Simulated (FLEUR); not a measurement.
# Collinear magnetic orders of GdBi with FLEUR, part 2 of 3

Aim: find out whether GdBi carries moments, and which collinear order costs least.

FLEUR MaX-R8.1; PBEsol with U = 6.7 eV, J = 0.7 eV on Gd f; all-electron FLAPW, Dirac cores, scalar-relativistic bands.

So far, largest spin moment in the muffin-tin sphere (μB): step 2 (start 1: ferro +) 7.07.

## (3) Run 2 (antiferro q=(0,1/2,1/2) +-)

An opposed order shows whether neighbours prefer unlike signs.

This order needs a doubled cell of 4 atoms. The mesh is halved along the doubled vector, so that both cells sample the same points. The k list default-1 (kpts.xml, not shown) is a Γ-centred 8×4×8 mesh.

inp.xml reads:

```
<?xml version="1.0" encoding="UTF-8" standalone="no"?>
<fleurInput fleurInputVersion="0.39">
   <comment>
      GdBi
   </comment>
   <calculationSetup>
      <cutoffs Kmax="3.6" Gmax="10.8" GmaxXC="10.8" numbands="0"/>
      <scfLoop itmax="130" minDistance="0.0001" maxIterBroyd="15" imix="Anderson" alpha="0.05" precondParam="0.0" spinf="2.0" sdNocoIR="T"/>
      <coreElectrons ctail="T" frcor="F" kcrel="0" coretail_lmax="0"/>
      <xcFunctional name="PBEs" relativisticCorrections="F"/>
      <magnetism jspins="2"/>
      <soc l_soc="F" theta="0.0" phi="0.0" spav="F"/>
      <expertModes spex="0" secvar="F"/>
      <geometryOptimization l_f="F" forcealpha="1.0" forcemix="BFGS" epsdisp="0.00001" epsforce="0.00001"/>
      <ldaU l_linMix="F" mixParam="0.05" spinf="1.0"/>
   </calculationSetup>
   <cell>
      <bzIntegration valenceElectrons="66.0" mode="hist" fermiSmearingEnergy="0.00293995">
         <kPointListSelection listName="default-1"/>
         <xi:include xmlns:xi="http://www.w3.org/2001/XInclude" href="kpts.xml"> </xi:include>
      </bzIntegration>
      <xi:include xmlns:xi="http://www.w3.org/2001/XInclude" href="sym.xml"> </xi:include>
      <bulkLattice scale="1.0">
         <bravaisMatrix>
            <row-1>    0.0000000000000000     6.0360663268281591     6.0360663268281591</row-1>
            <row-2>   12.0721326536563183     0.0000000000000000    12.0721326536563183</row-2>
            <row-3>   12.0721326536563183     6.0360663268281591     6.0360663268281591</row-3>
         </bravaisMatrix>
      </bulkLattice>
   </cell>
   <atomSpecies>
      <species name="Gadolinium7.001" element="Gd" atomicNumber="64">
         <mtSphere radius="2.8" gridPoints="925" logIncrement="0.014"/>
         <atomicCutoffs lmax="10" lnonsphr="8"/>
         <electronConfig flipSpins="F">
            <coreConfig>(1s1/2) (2s1/2) (2p1/2) (2p3/2) (3s1/2) (3p1/2) (3p3/2) (4s1/2) (3d3/2) (3d5/2) (4p1/2) (4p3/2) (4d3/2) (4d5/2)</coreConfig>
            <valenceConfig>(5s1/2) (5p1/2) (5p3/2) (6s1/2) (4f5/2) (4f7/2) (5d3/2) (5d5/2)</valenceConfig>
            <stateOccupation state="(4f5/2)" spinUp="2.5005" spinDown="0.4995"/>
            <stateOccupation state="(4f7/2)" spinUp="4.0" spinDown="0.0"/>
            <stateOccupation state="(5d3/2)" spinUp="0.4" spinDown="0.0"/>
            <stateOccupation state="(5d5/2)" spinUp="0.6" spinDown="0.0"/>
         </electronConfig>
         <energyParameters s="6" p="6" d="5" f="4"/>
         <ldaU l="3" U="6.7" J="0.7" l_amf="F"/>
         <lo type="SCLO" l="0" n="5" eDeriv="0"/>
         <lo type="SCLO" l="1" n="5" eDeriv="0"/>
      </species>
      <species name="Gadolinium-7.001" element="Gd" atomicNumber="64">
         <mtSphere radius="2.8" gridPoints="925" logIncrement="0.014"/>
         <atomicCutoffs lmax="10" lnonsphr="8"/>
         <electronConfig flipSpins="F">
            <coreConfig>(1s1/2) (2s1/2) (2p1/2) (2p3/2) (3s1/2) (3p1/2) (3p3/2) (4s1/2) (3d3/2) (3d5/2) (4p1/2) (4p3/2) (4d3/2) (4d5/2)</coreConfig>
            <valenceConfig>(5s1/2) (5p1/2) (5p3/2) (6s1/2) (4f5/2) (4f7/2) (5d3/2) (5d5/2)</valenceConfig>
            <stateOccupation state="(4f5/2)" spinUp="0.4995" spinDown="2.5005"/>
            <stateOccupation state="(4f7/2)" spinUp="0.0" spinDown="4.0"/>
            <stateOccupation state="(5d3/2)" spinUp="0.0" spinDown="0.4"/>
            <stateOccupation state="(5d5/2)" spinUp="0.0" spinDown="0.6"/>
         </electronConfig>
         <energyParameters s="6" p="6" d="5" f="4"/>
         <ldaU l="3" U="6.7" J="0.7" l_amf="F"/>
         <lo type="SCLO" l="0" n="5" eDeriv="0"/>
         <lo type="SCLO" l="1" n="5" eDeriv="0"/>
      </species>
      <species name="Bismuth (Bi)" element="Bi" atomicNumber="83">
         <mtSphere radius="2.8" gridPoints="925" logIncrement="0.015"/>
         <atomicCutoffs lmax="10" lnonsphr="8"/>
         <electronConfig flipSpins="F">
            <coreConfig>(1s1/2) (2s1/2) (2p1/2) (2p3/2) (3s1/2) (3p1/2) (3p3/2) (4s1/2) (3d3/2) (3d5/2) (4p1/2) (4p3/2) (5s1/2) (4d3/2) (4d5/2) (5p1/2) (5p3/2) (4f5/2) (4f7/2)</coreConfig>
            <valenceConfig>(6s1/2) (5d3/2) (5d5/2) (6p1/2) (6p3/2)</valenceConfig>
            <stateOccupation state="(6p1/2)" spinUp="0.500000" spinDown="0.500000"/>
            <stateOccupation state="(6p3/2)" spinUp="1.000000" spinDown="1.000000"/>
         </electronConfig>
         <energyParameters s="6" p="6" d="6" f="5"/>
         <lo type="SCLO" l="2" n="5" eDeriv="0"/>
      </species>
   </atomSpecies>
   <atomGroups>
      <atomGroup species="Gadolinium7.001">
         <relPos label="                   1">.0000000000 .0000000000 .0000000000</relPos>
         <force calculate="T" relaxXYZ="TTT"/>
      </atomGroup>
      <atomGroup species="Gadolinium-7.001">
         <relPos label="                   2">.0000000000 1.000/2.000 .0000000000</relPos>
         <force calculate="T" relaxXYZ="TTT"/>
      </atomGroup>
      <atomGroup species="Bismuth (Bi)">
         <relPos label="                   3">1.000/2.000 .0000000000 1.000/2.000</relPos>
         <force calculate="T" relaxXYZ="TTT"/>
      </atomGroup>
      <atomGroup species="Bismuth (Bi)">
         <relPos label="                   4">1.000/2.000 1.000/2.000 1.000/2.000</relPos>
         <force calculate="T" relaxXYZ="TTT"/>
      </atomGroup>
   </atomGroups>
   <output dos="F" band="F" slice="F">
      <bandDOS minEnergy="-.5*Htr" maxEnergy="0.5*Htr" sigma="0.015" storeEVData="T"/>
      <plotting iplot="0" polar="F">
         <plot TwoD="T" vec1="  1.0  0.0  0.0" vec2="  0.0  1.0  0.0" vec3="  0.0  0.0  1.0" zero="  0.0  0.0  0.0" file="plot"/>
      </plotting>
      <moessbauerParams electricFieldGradient="F" isomerShift="F" coreHyperfine="F" valenceHyperfine="F"/>
   </output>
</fleurInput>
```

crystal.txt reads:

```
GdBi
&input film=F cartesian=F /
0.00000000000  3.19414874370  3.19414874370
6.38829748740  0.00000000000  6.38829748740
6.38829748740  3.19414874370  3.19414874370
1.8897261246
1.0 1.0 1.0

4
64 0.00000000000  0.00000000000  0.00000000000 : 7.001
64 0.00000000000  0.50000000000  0.00000000000 : -7.001
83 0.50000000000  0.00000000000  0.50000000000
83 0.50000000000  0.50000000000  0.50000000000

&kpt div1=8 div2=4 div3=8 gamma=T /
```

Launch:

```sh
OMP_NUM_THREADS=1 inpgen -f crystal.txt > inpgen.log  # inp.xml is then edited as shown
OMP_NUM_THREADS=1 mpirun -n 4 fleur_MPI > fleur.log
```

The program printed:

```text
[banner, memory and clock lines left out]
Welcome to FLEUR        (www.flapw.de)
      MaX-Release 8.1          (www.max-centre.eu)

 ========== k-point set info ==========
 Selected k-point list: default-1
 k-point list type: mesh
 0 x 0 x 0
 Number of k points: 80

 ------------Calculation Setup---------------------------
 Number of PE/node        :            4
 Number of OMP-threads    :            1
 k-points in parallel     :            4
 pe's per k-point         :            1
 No of k-point loops      :           20
 Eigenvalue solver        :       lapack
 Number of basis functions:          760
 Approximate size of matrices (H+S) per k-point:         0.009 GB
 Iteration:     1   Distance:      19.47976983 me/bohr^3
 Iteration:     2   Distance:      18.62702737 me/bohr^3
 Iteration:     3   Distance:       4.13258149 me/bohr^3
 Iteration:     4   Distance:       1.80569250 me/bohr^3
 Iteration:     5   Distance:       0.87884747 me/bohr^3
 Iteration:     6   Distance:       0.16237318 me/bohr^3
 Iteration:     7   Distance:       0.14885744 me/bohr^3
 Iteration:     8   Distance:       0.05681319 me/bohr^3
 Iteration:     9   Distance:       0.02709574 me/bohr^3
 Iteration:    10   Distance:       0.03301708 me/bohr^3
 Iteration:    11   Distance:       0.00714484 me/bohr^3
 Iteration:    12   Distance:       0.00344462 me/bohr^3
 Iteration:    13   Distance:       0.00108932 me/bohr^3
 Iteration:    14   Distance:       0.00021708 me/bohr^3
 Iteration:    15   Distance:       0.00017176 me/bohr^3
 Iteration:    16   Distance:       0.00015864 me/bohr^3
 Iteration:    17   Distance:       0.00007453 me/bohr^3

 ********************************************************************
 Run finished successfully
 Stop message:
   all done
 ********************************************************************

--- out.xml (last complete iteration) ---
<iteration numberForCurrentRun="   17" overallNumber="   17">
         [... left out ...]
         <bandgap value="0.0000000000" units="eV"/>
         <sumValenceSingleParticleEnergies value="-20.8543471522" units="Htr"/>
         <FermiEnergy value="0.2753855145" units="Htr"/>
         <valenceDensity>
            <mtCharges spin="1">
               <mtCharge atomType="1" total="11.5029804" s="1.0757226" p="2.9857909" d="0.4655792" f="6.9740213"/>
               <mtCharge atomType="2" total="4.3978518" s="1.0646479" p="2.9623780" d="0.3411977" f="0.0277684"/>
               <mtCharge atomType="3" total="6.7774217" s="0.7731722" p="1.0306444" d="4.9676133" f="0.0047129"/>
               <mtCharge atomType="4" total="6.7502918" s="0.7715995" p="1.0032050" d="4.9690579" f="0.0050271"/>
            </mtCharges>
            <mtCharges spin="2">
               <mtCharge atomType="1" total="4.3978518" s="1.0646479" p="2.9623780" d="0.3411977" f="0.0277684"/>
               <mtCharge atomType="2" total="11.5029804" s="1.0757226" p="2.9857909" d="0.4655792" f="6.9740213"/>
               <mtCharge atomType="3" total="6.7502918" s="0.7715995" p="1.0032050" d="4.9690579" f="0.0050271"/>
               <mtCharge atomType="4" total="6.7774217" s="0.7731722" p="1.0306444" d="4.9676133" f="0.0047129"/>
            </mtCharges>
            <spinDependentCharge spin="1" total="33.0000000" interstitial="3.5714544" mtSpheres="29.4285456"/>
            <spinDependentCharge spin="2" total="33.0000000" interstitial="3.5714544" mtSpheres="29.4285456"/>
            <totalCharge value="66.0000000000"/>
         </valenceDensity>
         [... left out ...]
         <magneticMomentsInMTSpheres units="muBohr">
            <globalMagMoment atomType="1" vec="0.00000   0.00000   7.10513"/>
            <localMagMoment atomType="1" vec="0.00000   0.00000   7.10513"/>
            <globalMagMoment atomType="2" vec="0.00000   0.00000  -7.10513"/>
            <localMagMoment atomType="2" vec="0.00000   0.00000  -7.10513"/>
            <globalMagMoment atomType="3" vec="0.00000   0.00000   0.02713"/>
            <localMagMoment atomType="3" vec="0.00000   0.00000   0.02713"/>
            <globalMagMoment atomType="4" vec="0.00000   0.00000  -0.02713"/>
            <localMagMoment atomType="4" vec="0.00000   0.00000  -0.02713"/>
         </magneticMomentsInMTSpheres>
         [... left out ...]
         <totalEnergy value="   -65705.2409938183" units="Htr">
            <sumOfEigenvalues value="   -40620.5145846241">
               <coreElectrons value="-40599.6602374718"/>
               <valenceElectrons value="-20.8543471522"/>
            </sumOfEigenvalues>
            <densityCoulombPotentialIntegral value="-114003.7816627402"/>
            <densityEffectivePotentialIntegral value="-115688.2615654242"/>
            <chargeDenXCDenIntegral value="-1279.0473057580"/>
            <FockExchangeEnergyValence value="0.0000000000"/>
            <FockExchangeEnergyCore value="0.0000000000"/>
         [... left out ...]
            <dftUCorrection value="-1.5320682694"/>
            <tkbTimesEntropy value="0.0005493840"/>
            <freeEnergy value="-65705.2415432023"/>
            <extrapolationTo0K value="-65705.2412685103"/>
         </totalEnergy>
         [... left out ...]
         <ldaUDensityMatrixConvergence>
            <distance spin="1" distance="0.000001"/>
            <distance spin="2" distance="0.000001"/>
         </ldaUDensityMatrixConvergence>
         <densityConvergence units="me/bohr^3">
            <chargeDensity spin="1" distance="0.0000479627"/>
            <chargeDensity spin="2" distance="0.0000479627"/>
            <overallChargeDensity distance="0.0000745305"/>
            <spinDensity distance="0.0000603895"/>
         </densityConvergence>
      </iteration>
```

Wall time 3.8 min (4 MPI ranks of Arm Neoverse V1, shared host); peak memory 0.59 GiB; 15 min of CPU time.

Spin moment in the muffin-tin sphere by atom:

| atom | spin moment in the muffin-tin sphere (μB) |
| --- | --- |
| Gd1 | 7.11 |
| Gd2 | -7.11 |
| Bi3 | 0.03 |
| Bi4 | -0.03 |

Read from the output:

```yaml
free_energy: -1787930.7060 eV
program_s_band_gap_on_this_mesh_in_a_metal_only_a_level_spacing: 0 eV
magnetization: 0 μB
final_state: antiferromagnetic
```

It lies 7.15 meV a seeded atom under the first start, and its largest moment is 7.11 μB against 7.07 μB.

## (4) Start 3: antiferro q=(0,0,1/2) +-

An opposed order shows whether neighbours prefer unlike signs.

This order needs a doubled cell of 4 atoms. The mesh is halved along the doubled vector, so that both cells sample the same points. The k list default-1 (kpts.xml, not shown) is a Γ-centred 8×8×4 mesh.

Edit inp.xml of step 3 so:

```diff
@@ -25,4 +25,4 @@
             <row-1>    0.0000000000000000     6.0360663268281591     6.0360663268281591</row-1>
-            <row-2>   12.0721326536563183     0.0000000000000000    12.0721326536563183</row-2>
-            <row-3>   12.0721326536563183     6.0360663268281591     6.0360663268281591</row-3>
+            <row-2>    6.0360663268281591     0.0000000000000000     6.0360663268281591</row-2>
+            <row-3>   12.0721326536563183    12.0721326536563183     0.0000000000000000</row-3>
          </bravaisMatrix>
@@ -82,3 +82,3 @@
       <atomGroup species="Gadolinium-7.001">
-         <relPos label="                   2">.0000000000 1.000/2.000 .0000000000</relPos>
+         <relPos label="                   2">.0000000000 .0000000000 1.000/2.000</relPos>
          <force calculate="T" relaxXYZ="TTT"/>
@@ -86,7 +86,4 @@
       <atomGroup species="Bismuth (Bi)">
-         <relPos label="                   3">1.000/2.000 .0000000000 1.000/2.000</relPos>
-         <force calculate="T" relaxXYZ="TTT"/>
-      </atomGroup>
-      <atomGroup species="Bismuth (Bi)">
-         <relPos label="                   4">1.000/2.000 1.000/2.000 1.000/2.000</relPos>
+         <relPos label="                   3">1.000/2.000 1.000/2.000 1.000/4.000</relPos>
+         <relPos label="                   4">1.000/2.000 1.000/2.000 -1.000/4.000</relPos>
          <force calculate="T" relaxXYZ="TTT"/>
```

crystal.txt reads:

```
GdBi
&input film=F cartesian=F /
0.00000000000  3.19414874370  3.19414874370
3.19414874370  0.00000000000  3.19414874370
6.38829748740  6.38829748740  0.00000000000
1.8897261246
1.0 1.0 1.0

4
64 0.00000000000  0.00000000000  0.00000000000 : 7.001
64 0.00000000000  0.00000000000  0.50000000000 : -7.001
83 0.50000000000  0.50000000000  0.25000000000
83 0.50000000000  0.50000000000  0.75000000000

&kpt div1=8 div2=8 div3=4 gamma=T /
```

The program printed:

```text
[banner, memory and clock lines left out]
Welcome to FLEUR        (www.flapw.de)
      MaX-Release 8.1          (www.max-centre.eu)

 ========== k-point set info ==========
 Selected k-point list: default-1
 k-point list type: mesh
 0 x 0 x 0
 Number of k points: 80

 [... set-up left out ...]
 Iteration:     1   Distance:      19.52455373 me/bohr^3
 Iteration:     2   Distance:      18.66918555 me/bohr^3
 Iteration:     3   Distance:       4.10816702 me/bohr^3
 Iteration:     4   Distance:       1.75016703 me/bohr^3
 Iteration:     5   Distance:       0.87652561 me/bohr^3
[...]
[... left out ...]
            <freeEnergy value="-65705.2421172814"/>
            <extrapolationTo0K value="-65705.2418355934"/>
         </totalEnergy>
         [... left out ...]
         <ldaUDensityMatrixConvergence>
            <distance spin="1" distance="0.000001"/>
            <distance spin="2" distance="0.000002"/>
         </ldaUDensityMatrixConvergence>
         <densityConvergence units="me/bohr^3">
            <chargeDensity spin="1" distance="0.0000656480"/>
            <chargeDensity spin="2" distance="0.0000591304"/>
            <overallChargeDensity distance="0.0000982967"/>
            <spinDensity distance="0.0000771355"/>
         </densityConvergence>
      </iteration>
```

Run time: 3.3 min. Hardware: 4 MPI ranks; peak memory 0.59 GiB; 13 min of CPU time.

Spin moment in the muffin-tin sphere by atom:

```
atom  spin moment in the muffin-tin sphere (μB)
 Gd1                                       7.13
 Gd2                                      -7.13
 Bi3                                       0.00
 Bi4                                       0.00
```

Numbers from this step:

* free energy: -1787930.7216 eV
* program's band gap on this mesh (in a metal only a level spacing): 0.002677 eV
* magnetization: 0 μB
* final state: antiferromagnetic

It lies 15.0 meV a seeded atom under the first start, and its largest moment is 7.13 μB against 7.07 μB.

## (5) Energies of the orders

Free energies are divided by the number of seeded atoms, so that cells of unlike size compare. Wavevectors q in the names are fractions of the primitive cell's reciprocal vectors.

Orders:

```
                     start                                  final state  typed order kept  energy over the lowest (meV a seeded atom)  largest sphere moment (μB)  net moment (μB a primitive cell)  mesh matched  CPU time (s)
                   ferro +  ferromagnetic, with opposed induced moments               yes                                       14.96                       7.075                             7.035           yes         91.93
antiferro q=(0,1/2,1/2) +-                            antiferromagnetic               yes                                       7.811                       7.105                                 0           yes         911.6
  antiferro q=(0,0,1/2) +-                            antiferromagnetic               yes                                           0                       7.134                                 0           yes         793.2
```

(Part 2 of 3 ends here.)

[Logs and program files are shortened in this print: banners, set-up blocks, solver, clock and traceback lines can be left out without a mark of their own.]

[Logs are printed without paths, hosts, clocks, repeated set-up lines and the standing remarks that a program may print on its own settings, such as how far it seeks lower states.]

[Hosts, paths, dates, database ids (printed as entryN), source tags and the programs' standing remarks are cut or masked in the printed files.]

[Where a cell is said to come from a database of computed structures, the database is the Materials Project.]
